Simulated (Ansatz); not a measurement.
# S_i (4-fold void) in La2PbS4 (I-42d): charge-transition levels and formation energies, part 2 of 2

Aim: at which Fermi levels does S_i (4-fold void) in La2PbS4 (I-42d) change its charge? The model is a cell of 56 host atoms with 1 S put in.

Ansatz; place-levels on PBEsol runs: charge-transition levels and formation energies with image-charge correction and potential alignment at the atomic sites.

So far. Step 3 (Levels against the band edges, PBEsol): Under PBEsol the gap is 2.10 eV, (+1/0) 0.38, (0/−1) 2.25 (outside the gap), (−1/−2) 1.41 eV; the steps are inverted, so the lowest state changes at (0/−2) 1.83 eV.

### Step 4. Effect of the sampling

The relaxations' own energies give the levels at their sampling, for comparison.

The input, levels.relax_mesh.yaml:

```yaml
host:
  run: host.relax.run
  levels_from: { run: edges.relax.run }
states: [qm2.relax.run, qm1_M1.relax.run, q0.relax.run, qp1_M1.relax.run]
chemical_potentials:
  S:
    energy: -884.879081
    dataset: "<sha256 of the dataset>"
```

On the command line:

```sh
$ ansatz place-levels levels.relax_mesh.yaml -- --threads 4 --pin off --max-ram 14131MiB
```

Numbers of over 12 decimals in the logs are rounded to 6 here.

Log:

```text
(+1/0) 0.398 eV above the valence edge, 1.697 eV under the conduction edge
(0/-1) 2.258 eV above the valence edge, in the conduction band; not on the lower envelope
[...]
formation energy of charge +1: +0.949 eV with the Fermi level at the valence edge
formation energy of charge 0: +1.347 eV with the Fermi level at the valence edge
formation energy of charge -1: +3.605 eV with the Fermi level at the valence edge
formation energy of charge -2: +5.036 eV with the Fermi level at the valence edge
  edges by pbesol of host.levels_from (edges.relax.run), its mesh sampled to repeats of 37.56 Å (the valence edge +0.062 eV and the conduction edge -0.160 eV from those of the host's own run), gap 2.096 eV; the host is sampled to repeats of 12.26 Å
[... the lines on each state left out ...]
```

The job ended after 0.31 s (4 threads of Intel Xeon Platinum 8259CL at 2.50GHz (Skylake/Cascade Lake), shared host).

Levels between neighbouring charges, in eV above the valence top:

|  | gap (eV) | (+1/0) | (0/−1) | (−1/−2) |
| --- | --- | --- | --- | --- |
| one point at (¼, ¼, ¼) | 2.10 | 0.40 | 2.26 | 1.43 |
| a 2×2×2 shifted mesh | 2.10 | 0.38 | 2.25 | 1.41 |

Going from one point at (¼, ¼, ¼) to a 2×2×2 shifted mesh moves the levels that carry no band-filling term by up to 0.02 eV and formation energies against the elements by up to 0.02 eV.

### Step 5. Levels against the band edges, r2SCAN

r2SCAN on the same structure is run to see how far the result rests on the functional, though not on the errors that semilocal functionals share; the sampling changes too, to one point at (¼, ¼, ¼), so differences hold both changes.

The input, qm2.r2scan/input.yaml:

```yaml
crystal:
  checkpoint: "../qm2.relax.run"
  host: checkpoint
total_charge: -2
basis:
  ecutwfc: 500
  xc_grid: 2
hamiltonian:
  xc: r2scan
kpoints:
  mp_grid: { grid: [1, 1, 1], shift: [0.25, 0.25, 0.25] }
scf:
  occupations: { method: fermi_dirac, width: 0.01 }
  max_iter: 100
output:
  forces: true
  eigenvalues: true
  charged_corrections:
    epsilon: [9.97, 9.97, 9.65]
    static_epsilon: [38.65, 38.65, 35.03]
    defect_position: [0.969833, 0.643032, 0.250942]
  eigenstates: { localisation: true }
  populations: true
  band_densities: [{ bands: [v1, v1] }, { bands: [c1, c1] }]
  write_density: true
  write_potential: true
  volumetric_format: npy
checkpoint:
  write: "../qm2.r2scan.run"
  compress: false
  write_wavefunctions: false
  write_every: 100000
```

Run time: 98 s. Hardware: 4 threads; peak memory 3.5 GiB; 5.5 min of CPU time.

The input, levels.r2scan.yaml:

```yaml
host:
  run: host.r2scan.run
  levels_from: { run: edges.r2scan.run }
states: [qm2.r2scan.run, qm1_M1.r2scan.run, q0.r2scan.run, qp1_M1.r2scan.run]
geometry_from:
  qm2.r2scan.run: qm2.relax.run
  qm1_M1.r2scan.run: qm1_M1.relax.run
  q0.r2scan.run: q0.relax.run
  qp1_M1.r2scan.run: qp1_M1.relax.run
  host.r2scan.run: host.relax.run
chemical_potentials:
  S:
    energy: -905.805179
    dataset: "<sha256 of the dataset>"
```

On the command line:

```sh
$ ansatz place-levels levels.r2scan.yaml -- --threads 4 --pin off --max-ram 14131MiB
```

Log:

```text
(+1/0) 0.448 eV above the valence edge, 2.041 eV under the conduction edge
(0/-1) 2.543 eV above the valence edge, in the conduction band; not on the lower envelope
[...]
formation energy of charge +1: +1.592 eV with the Fermi level at the valence edge
formation energy of charge 0: +2.041 eV with the Fermi level at the valence edge
formation energy of charge -1: +4.584 eV with the Fermi level at the valence edge
formation energy of charge -2: +6.143 eV with the Fermi level at the valence edge
  edges by r2scan of host.levels_from (edges.r2scan.run), its mesh sampled to repeats of 37.56 Å (the valence edge +0.076 eV and the conduction edge -0.173 eV from those of the host's own run), gap 2.489 eV; the host is sampled to repeats of 12.26 Å
[... the lines on each state left out ...]
```

Wall time 0.6 s (4 threads).

Under r2SCAN the gap is 2.49 eV, (+1/0) 0.45, (0/−1) 2.54 (outside the gap), (−1/−2) 1.56 eV; the steps are inverted, so the lowest state changes at (0/−2) 2.05 eV.

### Step 6. Cost and result

Levels between neighbouring charges, in eV above each run's own valence top:

|  | gap (eV) | (+1/0) | (0/−1) | (−1/−2) | CPU time a state at this stage (restarts are quicker than cold starts) |
| --- | --- | --- | --- | --- | --- |
| PBEsol, 2×2×2 shifted mesh | 2.10 | 0.38 | 2.25 | 1.41 | 17 min |
| r2SCAN on PBEsol structures, (¼, ¼, ¼) | 2.49 | 0.45 | 2.54 | 1.56 | 11 min |

### Step 7. What came out

| Property | Result |
| --- | --- |
| gap of the host | 2.10 eV (PBEsol) |
| level (plus 1/0) | 0.38 eV above the valence top |
| level (0/minus 1) | 2.25 eV above the valence top, past the conduction bottom, not a change between lowest states |
| level (minus 1/minus 2) | 1.41 eV above the valence top, not a change between lowest states |
| level (0/minus 2) | 1.83 eV above the valence top |
| lowest of the charges placed, just above the valence top (0.02 eV) | +1 |
| lowest of the charges placed, just below the conduction bottom (0.02 eV) | −2 |
| lowest formation energy at mid-gap of the charges run, elemental references | 1.35 eV |

Of the charges placed (−2, −1, 0 and +1), the lowest changes at 0.38 eV (+1/0) and 1.83 eV (0/−2) above the valence top, in a gap of 2.10 eV. (0/−2) passes over charge −1, which lies 0.42 eV above the two there; a lower structure or spin state of it, if missed, would change that. Charges above +1 and below −2 were not placed, so these runs say nothing of levels that involve them. States placed: +1 at 1 μB; 0 at 0 μB; −1 at 1 μB; −2 at 0 μB. Other spin states or structures, where not listed, weren't placed. At charge 0 and +1 the atom put in ends up to 0.9 Å from its starting place, so the name tells the start alone and the levels can join different sites. Going from one point at (¼, ¼, ¼) to a 2×2×2 shifted mesh moves the levels that carry no band-filling term by up to 0.02 eV and formation energies against the elements by up to 0.02 eV. Keep in mind: PBEsol makes the gap too small and tends to spread out bound carriers; spin–orbit coupling, which can matter with heavy atoms, is left out; force components of up to 0.10 eV/Å remain in a run at the final settings.

[Logs are printed without paths, hosts, clocks, repeated set-up lines and the standing remarks that a program may print on its own settings, such as how far it seeks lower states.]

[Hosts, paths, dates, database ids (printed as entryN), source tags and the programs' standing remarks are cut or masked in the printed files.]

[Where a table of states has a column of steps, it counts the stored structures, which are thinned; the runs took as many ionic steps or more.]

[A defect's name tells the site on which it was built; relaxed atoms can leave that site.]

[For some hosts the program warned that the k-mesh of the response run may be too coarse for force constants and the static dielectric constant; such warnings are not shown here.]
